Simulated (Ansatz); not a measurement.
## Electron scattering at the Σ11 (332) boundary in bcc W

Aim: the relaxed structure and the specific resistance of the Σ11 (332) boundary in bcc W.

Calculated with Ansatz 0.2.0; Ansatz plane-wave DFT, LDA, PAW files; relaxation of a bicrystal slab with its lowest layers held; PAW set soft_1, in the first sound run; inputs show where later runs differ.

Report form: the programs' logs are mostly left out.

## Step 1: Starting point

The cell holds 28 atoms: 28 W. Cell: a = 4.476 Å, b = 5.248 Å, c = 29.893 Å, α = 90.0°, β = 90.0°, γ = 90.0°. It derives from W. built on the (3 3 2) plane; 2 overlapping atoms removed and the grains opened by 0 Å. Vacuum lies along c.

## Step 2: Relaxing the bicrystal

The boundary is built by mirroring the lower grain in the boundary plane and removing any atoms that overlap. A thin bicrystal slab is relaxed first, with the lowest layers held and the upper grain free to shift and open.

The input, input.yaml:

```yaml
crystal:
  lattice:
    - [4.4757030822, 0.0, 0.0]
    - [0.0, 5.2482270683, 0.0]
    - [0.0, 0.0, 29.8926535588]
  atoms:
    - { symbol: W, position: [0.0, 0.2727272727, 0.1672651774] }
    - { symbol: W, position: [0.5, 0.0, 0.1898371992] }
    - { symbol: W, position: [0.0, 0.7272727273, 0.2124092209] }
    - { symbol: W, position: [0.5, 0.4545454546, 0.2349812427] }
    - { symbol: W, position: [0.0, 0.1818181818, 0.2575532645] }
    - { symbol: W, position: [0.5, 0.9090909091, 0.2801252863] }
    - { symbol: W, position: [0.0, 0.6363636364, 0.302697308] }
    - { symbol: W, position: [0.5, 0.3636363636, 0.3252693298] }
[... 16 atom lines left out ...]
    - { symbol: W, position: [0.5, 0.5454545455, 0.7315657218] }
    - { symbol: W, position: [0.0, 0.8181818182, 0.7541377436] }
    - { symbol: W, position: [0.5, 0.0909090909, 0.7767097654] }
    - { symbol: W, position: [0.0, 0.3636363637, 0.7992817871] }
kpoints:
  mp_grid: { grid: [5, 5, 1] }
hamiltonian:
  xc: lda
  pseudopotentials: { kind: paw, azcp: { folder: soft_1 }, xc_functional: pbe }
scf:
  occupations: { method: fermi_dirac, width: 0.1 }
relax:
  f_tol: 0.03
  max_steps: 80
  constraints: [{ sites: [0, 1, 2, 3, 4] }]
```

On the command line:

```
$ ansatz run input.yaml --threads 4 --pin off --max-ram 15360MiB --backend cpu --events-out ev --progress --plain --runs-dir out
```

Wall time 10 min (4 threads of Arm Neoverse V1, shared host); peak memory 3.3 GiB.

The steps of the relaxation:

| step | energy less that of the first step (eV) | largest force component (eV/Å) |
| --- | --- | --- |
| 1 | 0.0000 | 3.2121 |
| 2 | -0.7486 | 0.7616 |
| 3 | -1.2897 | 0.5695 |
| 4 | -1.6419 | 0.2816 |
| 5 | -1.9147 | 0.1780 |
| 6 | -2.0218 | 0.0877 |
| 7 | -2.0264 | 0.0432 |
| 8 | -2.0297 | 0.0495 |
| 9 | -2.0331 | 0.0479 |
| 10 | -2.0339 | 0.0284 |
| 11 | -2.0339 | 0.0284 |

The run keeps the 2 symmetry operations that it works with, so distortions that break them were not tested.

The atoms that moved most (Å):

| atom | dx | dy | dz | length |
| --- | --- | --- | --- | --- |
| W28 | 0.000 | -0.375 | -0.964 | 1.034 |
| W27 | 0.000 | -0.287 | -0.829 | 0.877 |
| W15 | 0.000 | -0.300 | -0.733 | 0.792 |
| W26 | 0.000 | -0.315 | -0.718 | 0.784 |
| W24 | 0.000 | -0.296 | -0.683 | 0.744 |
| W23 | 0.000 | -0.279 | -0.656 | 0.713 |
| W19 | 0.000 | -0.279 | -0.654 | 0.711 |
| W21 | 0.000 | -0.283 | -0.637 | 0.697 |

Numbers from this step:

- free energy: -283643.3219 eV
- energy at zero smearing: -283643.0129 eV
- Fermi energy: 12.30 eV

The largest force component on a free atom ends at 0.028 eV/Å, under the tolerance of 0.03, after 11 steps.

## Step 3: Transmission across the boundary

Bulk layers of each grain are laid under and over the relaxed boundary, and a lead is named in the middle of each, away from the free faces. The mesh across the current, 14×12, is finer than the density's, because channels open and close sharply across the zone. Energies from -0.1 to 0.1 eV in steps of 0.05 eV are too few for the program's thermal sum, so it prints no conductance; for a metal the transmission near the Fermi level serves, at a fraction of the cost.

This step: Ansatz plane-wave DFT, LDA, PAW files; ballistic transport by layer matching (Landauer), zero bias; boundary relaxed in a short slab, bulk layers laid on; PAW set soft_1 (Ansatz 0.2.0).

System of this step: Σ11 (332) boundary in bcc W. The cell holds 64 atoms: 64 W. Its edges and angles: a = 4.476 Å, b = 5.248 Å, c = 50.546 Å, α = 90.0°, β = 90.0°, γ = 90.0°. It derives from W. Regions: lower grain, 26 atoms (26 W); boundary, 17 atoms (17 W); upper grain, 21 atoms (21 W). Vacuum lies along c.

The input, input.yaml:

```yaml
crystal:
  lattice:
    - [4.4757030822, 0.0, 0.0]
    - [0.0, 5.2482270683, 0.0]
    - [0.0, 0.0, 50.5458481509]
  atoms:
    - { symbol: W, position: [-17.0, 9.2727272728, 0.0791360744] }
    - { symbol: W, position: [-16.5, 9.0, 0.0924850962] }
    - { symbol: W, position: [-16.0, 8.7272727273, 0.1058341179] }
    - { symbol: W, position: [-15.5, 8.4545454546, 0.1191831397] }
    - { symbol: W, position: [-15.0, 8.1818181818, 0.1325321615] }
    - { symbol: W, position: [-14.5, 7.9090909091, 0.1458811832] }
    - { symbol: W, position: [-14.0, 7.6363636364, 0.159230205] }
    - { symbol: W, position: [-13.5, 7.3636363637, 0.1725792268] }
[... 52 atom lines left out ...]
    - { symbol: W, position: [-13.5, 7.3097985137, 0.8808168603] }
    - { symbol: W, position: [-14.0, 7.5825257864, 0.8941658821] }
    - { symbol: W, position: [-14.5, 7.8552530592, 0.9075149038] }
    - { symbol: W, position: [-15.0, 8.1279803319, 0.9208639256] }
kpoints:
  mp_grid: { grid: [6, 5, 1] }
hamiltonian:
  xc: lda
  pseudopotentials: { kind: paw, azcp: { folder: soft_1 }, xc_functional: pbe }
scf:
  occupations: { method: fermi_dirac, width: 0.1 }
output:
  transmission:
    leads: [[14, 15], [52, 53]]
    kmesh: [14, 12]
    e_range: [-0.1, 0.1]
    de: 0.05
  write_potential: true
  write_density: true
  volumetric_format: npy
  elf: true
```

Wall time 27 min (4 threads); peak memory 11 GiB.

Numbers from this step:

```yaml
free_energy: -648347.0542 eV
energy_at_zero_smearing: -648346.4491 eV
fermi_energy: 18.21 eV
cell_area: 23.49 Å²
transmission_per_spin_nearest_the_fermi_level: 1.216
open_channels_per_spin_nearest_the_fermi_level: 2.845
open_channels_per_spin_upper_lead: 2.774
step_of_the_lead_s_potential: 14.6 meV
step_of_the_upper_lead_s_potential: 17.5 meV
```

Per spin. Table of transmission, zone mean by energy, zero at the Fermi level:

| energy (eV) | transmission, zone mean |
| --- | --- |
| -0.1000 | 1.21 |
| -0.0500 | 1.22 |
| 0.0000 | 1.22 |
| 0.0500 | 1.29 |
| 0.1000 | 1.32 |

Per spin. The open channels, zone mean by energy, zero at the Fermi level:

| energy (eV) | lead | upper lead |
| --- | --- | --- |
| -0.1000 | 2.75 | 2.73 |
| -0.0500 | 2.79 | 2.76 |
| 0.0000 | 2.85 | 2.77 |
| 0.0500 | 3.02 | 3.02 |
| 0.1000 | 3.12 | 3.10 |

Transmission over k1 and k2. At 0.0000 eV from the Fermi level.

Values, 12 rows by 14 columns:
```
1.50 1.63 1.19 0.55 0.21 0.69 1.43 1.39 1.43 0.69 0.21 0.55 1.19 1.63
1.25 0.76 0.35 0.90 0.49 0.99 1.53 1.57 1.53 0.99 0.49 0.90 0.35 0.76
0.36 0.33 0.49 1.00 0.71 1.08 1.25 1.17 1.25 1.08 0.71 1.00 0.49 0.33
1.90 1.05 0.42 1.46 1.77 1.22 1.76 1.67 1.76 1.22 1.77 1.46 0.42 1.05
3.25 2.90 1.39 0.78 1.57 0.80 2.81 2.69 2.81 0.80 1.57 0.78 1.39 2.90
3.14 2.41 1.85 0.16 0.58 2.80 2.89 2.80 2.89 2.80 0.58 0.16 1.85 2.41
3.25 2.90 1.39 0.78 1.57 0.80 2.81 2.69 2.81 0.80 1.57 0.78 1.39 2.90
1.90 1.05 0.42 1.46 1.77 1.22 1.76 1.67 1.76 1.22 1.77 1.46 0.42 1.05
0.36 0.33 0.49 1.00 0.71 1.08 1.25 1.17 1.25 1.08 0.71 1.00 0.49 0.33
1.25 0.76 0.35 0.90 0.49 0.99 1.53 1.57 1.53 0.99 0.49 0.90 0.35 0.76
1.50 1.63 1.19 0.55 0.21 0.69 1.43 1.39 1.43 0.69 0.21 0.55 1.19 1.63
0.23 1.00 1.14 0.24 0.12 0.59 0.92 1.10 0.92 0.59 0.12 0.24 1.14 1.00
```
Columns: k1 (b1) from -0.5 to 0.429; rows upwards: k2 (b2) from -0.5 to 0.417.

Open channels over k1 and k2. At 0.0000 eV from the Fermi level.

Ten even steps from '_' (1.00) to '@' (6.00):
```
****==____::%%%%%%::____==**
::==::::__==******==__::::==
::::====::==========::====::
**==__==::==******==::==__==
****====::::******::::====**
@@**::____**********____::**
****====::::******::::====**
**==__==::==******==::==__==
::::====::==========::====::
::==::::__==******==__::::==
****==____::%%%%%%::____==**
::**==____==**@@**==____==**
```
Columns: k1 (b1) from -0.5 to 0.429; rows upwards: k2 (b2) from -0.5 to 0.417.

Electrostatic potential energy in the cb plane at fractional x = 0.000, with atoms of W within 0.2 Å of it. With pseudopotentials it is smooth inside the atoms' cores, unlike the true potential.

Values in eV, 8 rows by 16 columns, each cell a mean:
```
 11  -8  12 -13 -22   8 -25 -13   7 -18   9  14  11  20  22  23
 -1 -27   1 -13 -22  13  -6   4  17  13   9  14  21  22  23  23
  4 -23   7  10   4  16  17   7   2  13 -20  -7  21  23  23  23
 17  10  12  16  10 -12  11 -13 -23   8 -24 -12  20  23  23  23
  8  15 -16  -4  -1 -27   1 -12 -21  13  -2   6  19  21  22  22
-21   8 -25 -13   5 -21   8  12   7  15  17   6  -1  18  22  22
-23  12  -9   2  17  12  10  15   9 -15  10 -14 -24  13  21  22
  1  16  16   9   6  14 -18  -6  -2 -28   1 -10 -20  15  22  22
```
Columns run along c (16.0 Å, from fractional 0.68 to 1.00 of the cell; values clipped at the 3rd and 97th percentile), rows up along b (5.2 Å). Atoms in or near the plane, at fractional coordinates: W at (0.71, 0.76), W at (0.73, 0.31), W at (0.76, 0.86), W at (0.79, 0.40), W at (0.81, 0.95), W at (0.84, 0.49), W at (0.87, 0.04), W at (0.89, 0.58), W at (0.92, 0.13).

ELF in the cb plane at fractional x = 0.000, with atoms of W within 0.2 Å of it. It is the smooth field of the valence electrons, not physical close to the nuclei.

Ten even steps from '0' (0.00) to '9' (0.69), each cell a mean:
```
55443245469985447926954479984563344211100000
54798635487287446979745424644555433221100000
45965954488596453477546533444323554421100000
45955954447884564234444346546753345432100000
54689845532444544555455335459888334432100000
54245445544554432464698854478269434432100000
65444443235547986354873884569788445531000000
33465478634549669544885974535786566421000000
64354697884459549544479854642346653211000000
88544792694547898455334445444555664211100000
28744598974542455455544544324645898632110000
69645346744654345432355469853548738942210000
87456423454334654675344497695558848832110000
34544456545533545988744594496555899511100000
```
Columns run along c (16.0 Å, from fractional 0.68 to 1.00 of the cell), rows up along b (5.2 Å). Atoms in or near the plane, at fractional coordinates: W at (0.71, 0.76), W at (0.73, 0.31), W at (0.76, 0.86), W at (0.79, 0.40), W at (0.81, 0.95), W at (0.84, 0.49), W at (0.87, 0.04), W at (0.89, 0.58), W at (0.92, 0.13).

Valence density in the cb plane at fractional x = 0.000, with atoms of W within 0.2 Å of it. It is the smooth field of the valence electrons, not physical close to the nuclei.

Values in e/Å³, 8 rows by 16 columns, each cell a mean:
```
0.5 1.7 0.4 2.6 3.8 0.6 4.5 2.7 0.7 2.8 0.6 0.4 0.4 0.1 0.0 0.0
1.3 5.3 1.1 2.5 3.8 0.4 1.4 0.9 0.3 0.4 0.6 0.3 0.1 0.0 0.0 0.0
0.9 3.7 0.7 0.5 0.8 0.3 0.3 0.7 0.8 0.4 3.4 1.8 0.1 0.0 0.0 0.0
0.3 0.5 0.5 0.3 0.6 2.0 0.5 2.7 4.0 0.6 4.3 2.6 0.1 0.0 0.0 0.0
0.6 0.4 2.8 1.5 1.4 5.3 1.2 2.4 3.6 0.4 1.2 0.8 0.2 0.0 0.0 0.0
3.5 0.6 4.6 2.8 0.8 3.3 0.7 0.4 0.7 0.4 0.3 0.8 1.1 0.1 0.0 0.0
4.0 0.4 1.7 1.0 0.3 0.4 0.5 0.3 0.6 2.4 0.6 2.8 4.2 0.2 0.0 0.0
1.0 0.3 0.3 0.6 0.7 0.4 3.1 1.7 1.4 5.4 1.2 2.1 3.3 0.2 0.0 0.0
```
Columns run along c (16.0 Å, from fractional 0.68 to 1.00 of the cell), rows up along b (5.2 Å). Atoms in or near the plane, at fractional coordinates: W at (0.71, 0.76), W at (0.73, 0.31), W at (0.76, 0.86), W at (0.79, 0.40), W at (0.81, 0.95), W at (0.84, 0.49), W at (0.87, 0.04), W at (0.89, 0.58), W at (0.92, 0.13).

Over the solved energies the transmission per spin lies between 1.21 and 1.32, out of 2.90 channels of the lead on average (up to 3.12).

## Step 4: Specific resistance

This step: Ansatz plane-wave DFT, LDA, PAW files; ballistic transport by layer matching (Landauer), zero bias; specific resistance of the boundary; PAW set soft_1 (Ansatz 0.2.0).

This step gave:

```
area resistance                      : 1.375 fΩ m²
T over the leads' mean channel count : 0.4327
```

Averaged over the energies near the Fermi level, 43.3 % of the channels pass, which makes 1.37 fΩ m².

By hand, with T and the leads' channels N averaged over the energies near the Fermi level: RA = A (h/2e²)(1/T − ½[1/N₁ + 1/N₂]) = 23.49×10⁻²⁰ m² × 12 906 Ω × (1/1.251 − ½[1/2.905 + 1/2.876]) = 1.37 fΩ m².

## Step 5: Single-crystal slab for reference

The free faces cost energy too. A single-crystal slab with the same faces and held layers is relaxed, so that they cancel.

This step: Ansatz plane-wave DFT, LDA, PAW files; relaxation of a single-crystal slab with its lowest layers held; PAW set soft_1 (Ansatz 0.2.0).

System of this step: W slab, plane (3, 3, 2). The cell holds 29 atoms: 29 W. Its edges and angles: a = 4.476 Å, b = 5.248 Å, c = 29.893 Å, α = 90.0°, β = 90.0°, γ = 90.0°. It derives from W. Vacuum lies along c.

The input, input.yaml:

```yaml
crystal:
  lattice:
    - [4.4757030822, 0.0, 0.0]
    - [0.0, 5.2482270683, 0.0]
    - [0.0, 0.0, 29.8926535588]
  atoms:
    - { symbol: W, position: [0.0, 0.6363636364, 0.1672651774] }
    - { symbol: W, position: [0.5, 0.3636363637, 0.1898371992] }
    - { symbol: W, position: [0.0, 0.090909091, 0.2124092209] }
    - { symbol: W, position: [0.5, 0.8181818182, 0.2349812427] }
    - { symbol: W, position: [0.0, 0.5454545455, 0.2575532645] }
    - { symbol: W, position: [0.5, 0.2727272728, 0.2801252863] }
    - { symbol: W, position: [0.0, 0.0, 0.302697308] }
    - { symbol: W, position: [0.5, 0.7272727273, 0.3252693298] }
[... 17 atom lines left out ...]
    - { symbol: W, position: [0.5, 0.8181818182, 0.7315657218] }
    - { symbol: W, position: [0.0, 0.5454545455, 0.7541377436] }
    - { symbol: W, position: [0.5, 0.2727272727, 0.7767097654] }
    - { symbol: W, position: [0.0, 0.0, 0.7992817871] }
kpoints:
  mp_grid: { grid: [5, 5, 1] }
hamiltonian:
  xc: lda
  pseudopotentials: { kind: paw, azcp: { folder: soft_1 }, xc_functional: pbe }
scf:
  occupations: { method: fermi_dirac, width: 0.1 }
relax:
  f_tol: 0.03
  max_steps: 80
  constraints: [{ sites: [0, 1, 2, 3, 4] }]
```

The job ended after 6.3 min (4 threads; peak memory 3.4 GiB; 25 min of CPU time).

The steps of the relaxation:

| step | energy less that of the first step (eV) | largest force component (eV/Å) |
| --- | --- | --- |
| 1 | 0.0000 | 3.2547 |
| 2 | -0.6319 | 0.7950 |
| 3 | -0.8477 | 0.2731 |
| 4 | -0.9402 | 0.1014 |
| 5 | -0.9429 | 0.0456 |
| 6 | -0.9434 | 0.0064 |

The atoms that moved most (Å):

| atom | dx | dy | dz | length |
| --- | --- | --- | --- | --- |
| W29 | 0.000 | 0.110 | -0.552 | 0.563 |
| W28 | 0.000 | 0.020 | -0.415 | 0.416 |
| W27 | 0.000 | 0.055 | -0.300 | 0.305 |
| W25 | 0.000 | 0.030 | -0.275 | 0.277 |
| W21 | 0.000 | 0.020 | -0.234 | 0.234 |
| W24 | 0.000 | 0.010 | -0.234 | 0.234 |
| W23 | 0.000 | 0.021 | -0.221 | 0.222 |
| W22 | 0.000 | 0.011 | -0.208 | 0.208 |

Final coordinates:

```xyz
29
Lattice="4.4757 0.0000 0.0000 0.0000 5.2482 0.0000 0.0000 0.0000 29.8927" Properties=species:S:1:pos:R:3
W     0.0000    3.3398    5.0000
W     2.2379    1.9084    5.6747
W     0.0000    0.4771    6.3495
W     2.2379    4.2940    7.0242
W     0.0000    2.8627    7.6990
W     2.2379    1.4465    8.2913
W     0.0000    0.0055    8.9834
W     2.2379    3.8242    9.6531
W     0.0000    2.3864   10.3290
W     2.2379    0.9628   10.9803
W     0.0000    4.7750   11.6452
W     2.2379    3.3517   12.3105
W     0.0000    1.9186   12.9724
W     2.2379    0.4869   13.6372
W     0.0000    4.3043   14.3012
W     2.2379    2.8720   14.9663
W     0.0000    1.4413   15.6295
W     2.2379    0.0064   16.2901
W     0.0000    3.8392   16.9533
W     2.2379    2.3990   17.6133
W     0.0000    0.9746   18.2612
W     2.2379    4.7819   18.9615
W     0.0000    3.3611   19.6234
W     2.2379    1.9185   20.2850
W     0.0000    0.5069   20.9187
W     2.2379    4.2865   21.6843
W     0.0000    2.9172   22.2431
W     2.2379    1.4511   22.8029
W     0.0000    0.1098   23.3407
```

This step gave:

* free energy: -293777.5995 eV
* energy at zero smearing: -293777.2967 eV
* Fermi energy: 12.95 eV

The largest force component on a free atom ends at 0.0064 eV/Å, under the tolerance of 0.03, after 6 steps.

## Step 6: Bulk reference

The perfect crystal gives the energy per atom, for the atoms by which bicrystal and slab differ.

This step: Ansatz plane-wave DFT, LDA, PAW files; bulk reference; PAW set soft_1 (Ansatz 0.2.0).

System of this step: W. The structure is cubic, space group Im-3m (No. 229). Conventional cell: a = 3.165 Å, b = 3.165 Å, c = 3.165 Å, α = 90.00°, β = 90.00°, γ = 90.00°. Nearest to W lie 8 W at 2.74 Å.

input.yaml, the sections that differ from step 5:

```yaml
crystal:
  lattice:
    - [-1.5824, 1.5824, 1.5824]
    - [1.5824, -1.5824, 1.5824]
    - [1.5824, 1.5824, -1.5824]
  atoms:
    - { symbol: W, position: [0.0, 0.0, 0.0] }
kpoints:
  mp_grid: { grid: [19, 19, 19] }
# hamiltonian, scf: as in step 5
# relax: removed
```

It took 0.79 s on 4 threads; peak memory 0.27 GiB.

This step gave:

```
free energy             : -10130.6832 eV
energy at zero smearing : -10130.6760 eV
Fermi energy            : 22.05 eV
```

## Step 7: Boundary energy

This step: Ansatz plane-wave DFT, LDA, PAW files; bicrystal less single-crystal slab less bulk atoms, a boundary area; PAW set soft_1 (Ansatz 0.2.0).

Numbers from this step:

```
excess energy of the cell : 3.608 eV
boundary energy           : 2.461 J/m²
```

The boundary costs 2.5 J/m².

By hand: 3.61 eV / 23.49 Å² × 16.02 = 2.46 J/m².

## Step 8: Summary of results

```yaml
specific_resistance_of_the_boundary: 1.37 fΩ m²
share_of_channels_that_pass: 0.433
boundary_energy: 2.46 J/m²
```

**Reading.** The boundary has a specific resistance of 1.4 fΩ m² and an energy of 2.5 J/m². The boundary reflects 57 % of the channels; 1.4 fΩ m² is 14×10⁻¹² Ω·cm². That equals the resistance of 25 nm of bulk W at 300 K (measured 5.44 µΩ cm, CRC Handbook of Chemistry and Physics, 84th ed., 2003, Electrical Resistivity of Pure Metals). One starting structure was relaxed; another shift or atom count at the boundary may lie lower. Spin-orbit coupling is left out, which matters for W.

[Logs are printed without paths, hosts, clocks, repeated set-up lines and the standing remarks that a program may print on its own settings, such as how far it seeks lower states.]

[Hosts, paths, dates, database ids (printed as entryN), source tags and the programs' standing remarks are cut or masked in the printed files.]
